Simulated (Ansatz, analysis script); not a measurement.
## Cr: energy less the state without spin against total moment, fitted and tested on a withheld row

System: Cr, 2 Cr in the cell, space group Im-3m. Cell as run: a = 2.969, b = 2.969, c = 2.969 Å, angles 90.0, 90.0, 90.0°, 2 atoms. From the study “Stoner picture of Cr”.

Method: Free energy against the fixed total moment and moment against field, from collinear runs; PBE, PAW set soft_1 (analysis script 1). Settings shared by all rows: cutoff 420 eV, 13×13×13 k-mesh, Fermi-Dirac occupations, smearing width 0.1 eV. From parallel starts in this cell no moment survives, so no ferromagnetic state is found at this level (opposed orders were not tried), and it is far: a cell moment of 1 μB costs 196 meV. In doubt: the program's search for lower states was switched off, so a lower magnetic state than those reached may exist.

Results; the value marked ? is withheld:

```csv
total moment (μB/cell),energy less the state without spin (meV/cell)
0,0
0.273,15
0.545,61
0.818,134
1.091,227
1.364,334
1.636,448
1.909,568
2.182,693
2.455,?
2.727,953
3,1088
```

What energy less the state without spin should the row at total moment = 2.455 μB/cell hold? Fit a suitable law to the other rows.

**Law.** Time reversal makes the energy even in the moment, so it is expanded as a Landau series from the state without spin. In symbols, E = c2 M² + c4 M⁴ + c6 M⁶, with energy less the state without spin in meV/cell.

**Fit.** Least squares on 10 rows gives c2 = 205.15, c4 = -15.841 and c6 = 0.72352.

```csv
total moment (μB/cell),computed,fit,computed − fit
0.273,15,15.2,-0.2
0.545,61,59.6,1.4
0.818,134,130.4,3.6
1.091,227,223.0,4.0
1.364,334,331.5,2.5
1.636,448,449.5,-1.5
1.909,568,572.3,-4.3
2.182,693,695.7,-2.7
2.727,953,947.1,5.9
3,1088,1090.7,-2.7
```

The quadratic term is positive, so within this fit the state without spin is locally stable against a small uniform moment.

**Prediction.** At total moment = 2.455 μB/cell the law predicts 819.4 meV/cell. The computed value is 822 meV/cell, 2.6 above the prediction. The row lies between fitted rows, so this is an interpolation. The miss is smaller than the rms residual of the fit, 3.3.

[Logs and program files are shortened in this print: banners, set-up blocks, solver, clock and traceback lines can be left out without a mark of their own.]

[Logs are printed without paths, hosts, clocks, repeated set-up lines and the standing remarks that a program may print on its own settings, such as how far it seeks lower states.]

[Hosts, paths, dates, database ids (printed as entryN), source tags and the programs' standing remarks are cut or masked in the printed files.]
